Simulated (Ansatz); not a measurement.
**Formation energy and levels of the substitutional impurity Ag_Ca in CaO (Fm-3m)**

Charge states of Ag_Ca in CaO (Fm-3m), set against the band edges. Model: a cell of 54 host atoms with 1 Ca taken out and 1 Ag put in.

Main program and level: Ansatz 0.2.0; place-levels on r2SCAN runs: charge-transition levels and formation energies with image-charge correction and potential alignment at the atomic sites; PAW set soft_1.

## Step 1: The structure

The cell holds 54 atoms: 26 Ca, 27 O and 1 Ag. Its edges and angles: a = 10.173 Å, b = 10.173 Å, c = 10.173 Å, α = 60.0°, β = 60.0°, γ = 60.0°. It derives from CaO (space group Fm-3m). Nearest the centre at fractional (0.667, 0.667, 0.333): Ag51 at 0.00 Å, O28 at 2.40 Å, O44 at 2.40 Å, O32 at 2.40 Å, O34 at 2.40 Å, O46 at 2.40 Å, O50 at 2.40 Å, Ca21 at 3.39 Å.

Structure file:

```xyz
54
Lattice="0.0000 7.1931 7.1931 7.1931 0.0000 7.1931 7.1931 7.1931 0.0000" Properties=species:S:1:pos:R:3 pbc="T T T"
Ca    0.0000    0.0000    0.0000
O     2.3977    2.3977    2.3977
Ca    2.3977    2.3977    0.0000
O     4.7954    4.7954    2.3977
Ca    4.7954    4.7954    0.0000
O     7.1931    7.1931    2.3977
Ca    2.3977    0.0000    2.3977
O     4.7954    2.3977    4.7954
Ca    4.7954    2.3977    2.3977
O     7.1931    4.7954    4.7954
Ca    7.1931    4.7954    2.3977
O     9.5908    7.1931    4.7954
Ca    4.7954    0.0000    4.7954
O     7.1931    2.3977    7.1931
Ca    7.1931    2.3977    4.7954
O     9.5908    4.7954    7.1931
Ca    9.5908    4.7954    4.7954
O    11.9885    7.1931    7.1931
Ca    0.0000    2.3977    2.3977
O     2.3977    4.7954    4.7954
Ca    2.3977    4.7954    2.3977
O     4.7954    7.1931    4.7954
Ca    4.7954    7.1931    2.3977
O     7.1931    9.5908    4.7954
Ca    2.3977    2.3977    4.7954
O     4.7954    4.7954    7.1931
Ca    4.7954    4.7954    4.7954
O     7.1931    7.1931    7.1931
Ca    7.1931    7.1931    4.7954
O     9.5908    9.5908    7.1931
Ca    4.7954    2.3977    7.1931
O     7.1931    4.7954    9.5908
Ca    7.1931    4.7954    7.1931
O     9.5908    7.1931    9.5908
Ca    9.5908    7.1931    7.1931
O    11.9885    9.5908    9.5908
Ca    0.0000    4.7954    4.7954
O     2.3977    7.1931    7.1931
Ca    2.3977    7.1931    4.7954
O     4.7954    9.5908    7.1931
Ca    4.7954    9.5908    4.7954
O     7.1931   11.9885    7.1931
Ca    2.3977    4.7954    7.1931
O     4.7954    7.1931    9.5908
Ca    4.7954    7.1931    7.1931
O     7.1931    9.5908    9.5908
Ca    7.1931    9.5908    7.1931
O     9.5908   11.9885    9.5908
Ca    4.7954    4.7954    9.5908
O     7.1931    7.1931   11.9885
Ag    7.1931    7.1931    9.5908
O     9.5908    9.5908   11.9885
Ca    9.5908    9.5908    9.5908
O    11.9885   11.9885   11.9885
```

Screening for the image-charge correction: ε∞ = 3.85, ε0 = 16.67, computed on the host (DFPT, PBEsol, on the r2SCAN cell), and a cell off the functional's own equilibrium shifts the ionic part.

The cell's shortest repeat is 10.2 Å.

## Step 2: What was run first

Levels follow from differences of total energies between charge states, each relaxed by itself.

Random displacements of about 0.05 Å break the site symmetry at the start, so that the relaxation can reach a distorted minimum if there is one. Forces are taken at one point at (¼, ¼, ¼). The cell holds 1 electron more than the neutral one, with a uniform background that keeps it neutral on the whole.

The sampling was tested on the host first: at the k-points planned (1x1x1 shifted 0.25 0.25 0.25) its energy lies 0.005 eV an atom from the dense-mesh value, under the bound of 0.02 eV set for this test; that bounds the host's error, not the defect's.

One of the inputs; charge, spin and start change from state to state.

The input, qm1.relax/input.yaml:

```yaml
crystal:
  lattice:
    - [0.0, 2.39769239, 2.39769239]
    - [2.39769239, 0.0, 2.39769239]
    - [2.39769239, 2.39769239, 0.0]
  atoms:
    - { symbol: Ca, position: [0.0, 0.0, 0.0] }
    - { symbol: O, position: [0.5, 0.5, 0.5] }
  supercell: [3, 3, 3]
  defects: [{ substitution: { at: 50, symbol: Ag } }]
total_charge: -1
basis:
  ecutwfc: 500
  xc_grid: 2
hamiltonian:
  xc: r2scan
  pseudopotentials: { kind: paw, azcp: { folder: soft_1 } }
kpoints:
  mp_grid: { grid: [1, 1, 1], shift: [0.25, 0.25, 0.25] }
scf:
  occupations: { method: fixed }
  max_iter: 80
output:
  forces: true
  charged_corrections: { epsilon: 3.85, static_epsilon: 16.67 }
relax:
  f_tol: 0.02
  max_steps: 80
  random_displacement: { amplitude: 0.05, seed: 7604 }
checkpoint:
  write: "../qm1.relax.run"
  compress: false
  write_wavefunctions: true
  write_every: 100000
```

Launch:

```console
$ ansatz run input.yaml --threads 4 --pin off --max-ram 15073MiB --backend cpu --events-out ev --progress --plain --runs-dir out
```

The relaxed structure is kept and the sampling changed to a 2×2×2 shifted mesh.

The run of this state that the levels use, under r2SCAN:

The input, qm1.point/input.yaml:

```yaml
crystal:
  checkpoint: "../qm1.relax.run"
  host: checkpoint
total_charge: -1
basis:
  ecutwfc: 500
  xc_grid: 2
hamiltonian:
  xc: r2scan
  pseudopotentials: { kind: paw, azcp: { folder: soft_1 } }
kpoints:
  mp_grid: { grid: [2, 2, 2], shift: [0.5, 0.5, 0.5] }
scf:
  occupations: { method: fermi_dirac, width: 0.01 }
  max_iter: 80
output:
  forces: true
  eigenvalues: true
  charged_corrections:
    epsilon: 3.85
    static_epsilon: 16.67
    defect_position: [0.666667, 0.666667, 0.333333]
  eigenstates: { localisation: true }
  populations: true
  band_densities: [{ bands: [v1, v1] }, { bands: [c1, c1] }]
  write_density: true
  write_potential: true
  volumetric_format: npy
  elf: true
checkpoint:
  read: "../qm1.relax.run"
  write: "../qm1.point.run"
  compress: false
  write_wavefunctions: false
  write_every: 100000
```

Relaxations under r2SCAN at one point at (¼, ¼, ¼); times on 4 threads of Intel Xeon 6975P-C (Granite Rapids), shared host:

```csv
charge,moment (μB),occupations,outcome,steps,largest displacement against the far atoms (Å),time
−1,0,fixed,converged,5,0.13,37 s
0,1,fixed,converged,7,0.12,2 min
+1,0,fixed,not converged,1,-,69 s
+1,0,fermi-dirac,converged,11,0.32,93 s
+1,2,fixed,converged,5,0.05,85 s
```

Single points under r2SCAN at a 2×2×2 shifted mesh; times on 4 threads of Intel Xeon 6975P-C (Granite Rapids), shared host:

```csv
charge,moment (μB),occupations,outcome,time
−1,0,fermi-dirac,converged,39 s
0,1,fermi-dirac,converged,84 s
+1,0,fermi-dirac,converged,41 s
+1,2,fermi-dirac,converged,90 s
```

Distances (Å) from Ag51 to the nearest atoms after relaxation with r2SCAN:

```csv
charge,moment (μB),1.,2.,3.,4.,5.,6.
−1,0,O 2.53,O 2.53,O 2.53,O 2.53,O 2.53,O 2.53
0,1,O 2.31,O 2.31,O 2.48,O 2.48,O 2.52,O 2.52
+1,0,O 2.08,O 2.08,O 2.46,O 2.46,O 2.46,O 2.46
+1,2,O 2.34,O 2.34,O 2.34,O 2.34,O 2.34,O 2.34
```

## Step 3: Levels against the band edges, r2SCAN

A charged cell interacts with its images and the background, and its potential has another zero than the host's. place-levels removes the first by a point-charge model, screened by the static dielectric constant since the ions have relaxed around the charge, and the second by comparing potentials at atoms far from the defect.

The host is a run of the defect-free crystal in the same cutoffs, grids and k-points, so that basis and sampling errors cancel in part in the differences. The host is run in a cell of 2 atoms on a matching mesh. Its band edges are searched through the zone by a band path, so the gap is smaller than, or equal to, that on the mesh. Chemical potentials are energies per atom of Ca (fcc) and Ag (fcc), run with the same functional and cutoff.

The input, levels.point.yaml:

```yaml
host:
  run: host.point.run
states: [qm1.point.run, q0_M1.point.run, qp1.point.run, qp1_M2.point.run]
geometry_from:
  qm1.point.run: qm1.relax.run
  q0_M1.point.run: q0_M1.relax.run
  qp1.point.run: qp1.relax_smeared.run
  qp1_M2.point.run: qp1_M2.relax.run
chemical_potentials:
  Ca:
    energy: -1821.671293
    dataset: <sha256 of the dataset>
  Ag:
    energy: -7604.007073
    dataset: "<sha256 of the dataset>"
epsilon: 3.85
static_epsilon: 16.67
vertical:
  - { from: qm1.point.run, to: qm1.point_neutral.run }
  - { from: qp1.point.run, to: qp1.point_neutral.run }
  - { from: qp1_M2.point.run, to: qp1_M2.point_neutral.run }
```

Launch:

```console
$ ansatz place-levels levels.point.yaml -- --threads 4 --pin off --max-ram 15073MiB
```

Numbers of over 12 decimals in the logs are rounded to 6 here.

Output:

```text
[... repeated set-up lines and file paths are left out, and long positions are rounded to six places ...]
(+1/0) 0.493 eV above the valence edge, 3.704 eV under the conduction edge
(0/-1) 0.999 eV above the valence edge, 3.198 eV under the conduction edge
formation energy of charge +1: +6.012 eV with the Fermi level at the valence edge
formation energy of charge 0: +6.505 eV with the Fermi level at the valence edge
formation energy of charge -1: +7.505 eV with the Fermi level at the valence edge
vertical -1 to 0: no energy, since no alignment is typed
  the change from vertical[0].from (qm1.point.run) to vertical[0].to (qm1.point_neutral.run): by its potential at epsilon 3.85 it stands at 0.667 0.666 0.334, with an rms radius of about 2.8 Å (1.6 1.6 1.6 Å across the planes of the cell's vectors); [...]
vertical +1 to 0: no energy, since no alignment is typed
  the change from vertical[1].from (qp1.point.run) to vertical[1].to (qp1.point_neutral.run): by its potential at epsilon 3.85 it stands at 0.666 0.667 0.333, with an rms radius of about 2.5 Å (1.4 1.4 1.4 Å across the planes of the cell's vectors); [...]
vertical +1 to 0: no energy, since no alignment is typed
  the change from vertical[2].from (qp1_M2.point.run) to vertical[2].to (qp1_M2.point_neutral.run): by its potential at epsilon 3.85 it stands at 0.666 0.667 0.334, with an rms radius of about 2.5 Å (1.4 1.4 1.4 Å across the planes of the cell's vectors); [...]
  edges by r2scan, gap 4.197 eV; the host is sampled to repeats of 20.35 Å
  the defect's cells are sampled to repeats of 20.35 Å, like sampling
  charge +1: -70424.2914 eV with its correction of +0.258 eV, at epsilon 16.67, aligned at sites: +0.1205 eV, mean over 21 atomic sites at or beyond 5.09 Å from the defect at [0.6667, 0.6667, 0.3333], with +0.000000 for the charge's moments and without [...]
  charge 0: +0.000 eV for its dipole among its images, +0.000 omitted
  charge -1: -70407.9250 eV with its correction of +0.042 eV, at epsilon 16.67, aligned at sites: +0.0955 eV, mean over 21 atomic sites at or beyond 5.09 Å from the defect at [0.6667, 0.6667, 0.3333], with +0.000000 for the charge's moments and without [...]
  charge +1: states[2] (qp1.point.run) stands 0.270 eV higher, with a moment of 0.00 μB against 2.00
  of states[3] (qp1_M2.point.run): it parts from the run at its places by a charge that spreads by about 1.4 Å along one vector (1.4 Å or more is wide), by its potential at epsilon 3.85, taken for that of held ions (one typed too small widens it), where the [...]
  of states[1] (q0_M1.point.run): its alignment with the host at atomic sites is doubtful: the cell is too small to show whether the defect's potential has decayed: take a larger one; stability_check_not_made
  of states[0] (qm1.point.run): it parts from the run at its places by a charge that spreads by about 1.6 Å along one vector (1.4 Å or more is wide), by its potential at epsilon 3.85, taken for that of held ions (one typed too small widens it), where the cell [...]
  of states[2] (qp1.point.run): its alignment with the host at atomic sites is doubtful: the cell is too small to show whether the defect's potential has decayed: take a larger one
  of vertical[0].from (qm1.point.run): it parts from the run at its places by a charge that spreads by about 1.6 Å along one vector (1.4 Å or more is wide), by its potential at epsilon 3.85, taken for that of held ions (one typed too small widens it), where [...]
  vertical[0].to (qm1.point_neutral.run): levels filled in part (TS 0.009 eV): its energy is of no whole electron's
  of vertical[0].to (qm1.point_neutral.run): stability_check_not_made
  of vertical[1].to (qp1.point_neutral.run): stability_check_not_made
  of vertical[2].from (qp1_M2.point.run): stability_check_not_made; [...]
  vertical[2].to (qp1_M2.point_neutral.run): levels filled in part (TS 0.011 eV): its energy is of no whole electron's
  of vertical[2].to (qp1_M2.point_neutral.run): it set out from the moments of a save, which an earlier run chose (saved_moments_taken); stability_check_not_made
```

The job ended after 0.32 s (4 threads of Intel Xeon 6975P-C (Granite Rapids), shared host).

Levels between the charges placed, in eV above the valence top:

```csv
,gap (eV),(+1/0),(0/−1)
r2SCAN,4.20,0.49,1.00
```

Corrections by state:

```csv
charge,moment (μB),image terms and alignment (eV),band filling (eV),ε used,"over the lowest of its charge, as the program ranks them, band filling apart (eV)"
+1,2.0,0.258,-,16.67,0.000
0,1.0,0.000,-,-,0.000
−1,0.0,0.042,-,16.67,0.000
+1,0.0,0.257,-,16.67,0.270
```

The charged structures listed were also run neutral, and place-levels reads from each pair, by the potential or the spins, how wide the charge is by which they differ; that can be the carrier of either run.

```csv
charge,rms radius (Å),spread where it is widest against the cell (Å),wide from (Å),reading
+1,2.5,1.45,1.44,wide
−1,2.8,1.63,1.44,wide
```

The neutral runs of these pairs need not share the spin of the lowest neutral state, and very wide values only mean spread over the cell.

From the program's caveats on the states, each cut to its opening words:

- charge +1 (2 μB): it parts from the run at its places by a charge that spreads by about 1.4 Å along one vector (1.4 Å or more is wide), by its potential at epsilon 3.85, taken [...]
- charge +1 (2 μB), 0 (1 μB), −1, +1: its alignment with the host at atomic sites is doubtful: the cell is too small to show whether the defect's potential has decayed: take a larger one
- charge +1 (2 μB), 0 (1 μB): flagged: stability check not made
- charge −1: it parts from the run at its places by a charge that spreads by about 1.6 Å along one vector (1.4 Å or more is wide), by its potential at epsilon 3.85, taken [...]

The host's formation energy from the elements is -3.216 eV per atom; it sets how far the chemical potentials can move.

Limit set by the element alone; other compounds of these elements are not counted. Chemical potentials from the elements' reference states: Ca 0.00 eV, O -6.43 eV, Ag 0.00 eV. Formation energies (Ca-rich), with the Fermi level at the valence top and at the conduction bottom (gap 4.20 eV):

```csv
charge,at valence top (eV),at conduction bottom (eV),correction included (eV)
+1,6.01,10.21,0.26
0,6.51,6.51,0.00
−1,7.50,3.31,0.04
```

Fermi level (eV), lowest formation energy (eV) and a bar from the least value:
```
     0.00       6.01 #########################
     0.38       6.39 #############################
     0.76       6.51 ##############################
     1.14       6.36 #############################
     1.53       5.98 #########################
     1.91       5.60 #####################
     2.29       5.21 ##################
     2.67       4.83 ##############
     3.05       4.45 ###########
     3.43       4.07 #######
     3.82       3.69 ####
     4.20       3.31
```

Limit set by the element alone; other compounds of these elements are not counted. Chemical potentials from the elements' reference states: O 0.00 eV, Ca -6.43 eV, Ag 0.00 eV. Formation energies (O-rich), with the Fermi level at the valence top and at the conduction bottom (gap 4.20 eV):

```csv
charge,at valence top (eV),at conduction bottom (eV),correction included (eV)
+1,-0.42,3.78,0.26
0,0.07,0.07,0.00
−1,1.07,-3.13,0.04
```

(Fermi level (eV), lowest formation energy (eV)): (0.00, -0.42), (0.38, -0.04), (0.76, 0.07), (1.14, -0.07), (1.53, -0.45), (1.91, -0.83), (2.29, -1.22), (2.67, -1.60), (3.05, -1.98), (3.43, -2.36), (3.82, -2.74), (4.20, -3.13)

## Step 4: Summary of results

```json
{"gap of the host": "4.20 eV (r2SCAN)", "level (plus 1/0)": "0.49 eV above the valence top", "level (0/minus 1)": "1.00 eV above the valence top", "lowest of the charges placed, just above the valence top (0.02 eV)": "+1", "lowest of the charges placed, just below the conduction bottom (0.02 eV)": "−1", "lowest formation energy at mid-gap of the charges run, Ca-rich": "5.41 eV", "lowest formation energy at mid-gap of the charges run, O-rich": "-1.03 eV"}
```

**Reading.** Of the charges placed (−1, 0 and +1), the lowest changes at 0.49 eV (+1/0) and 1.00 eV (0/−1) above the valence top, in a gap of 4.20 eV. Charges above +1 and below −1 were not placed, so these runs say nothing of levels that involve them. States placed: +1 at 2 μB and 0 μB; 0 at 1 μB; −1 at 0 μB. Other spin states or structures, where not listed, weren't placed. Ag is taken at its element; compounds, which aren't counted here, bound the chemical potentials and would shift these formation energies. The program doubts the alignment of potentials for at least one state, a sign that the cell is small. Keep in mind: r2SCAN makes the gap too small and tends to spread out bound carriers; where a gas molecule sets a chemical potential or the host's formation energy, its binding is uncorrected; spin–orbit coupling, which can matter with heavy atoms, is left out.

[Logs are printed without paths, hosts, clocks, repeated set-up lines and the standing remarks that a program may print on its own settings, such as how far it seeks lower states.]

[Hosts, paths, dates, database ids (printed as entryN), source tags and the programs' standing remarks are cut or masked in the printed files.]

[Where a table of states has a column of steps, it counts the stored structures, which are thinned; the runs took as many ionic steps or more.]

[A defect's name tells the site on which it was built; relaxed atoms can leave that site.]

[For some hosts the program warned that the k-mesh of the response run may be too coarse for force constants and the static dielectric constant; such warnings are not shown here.]
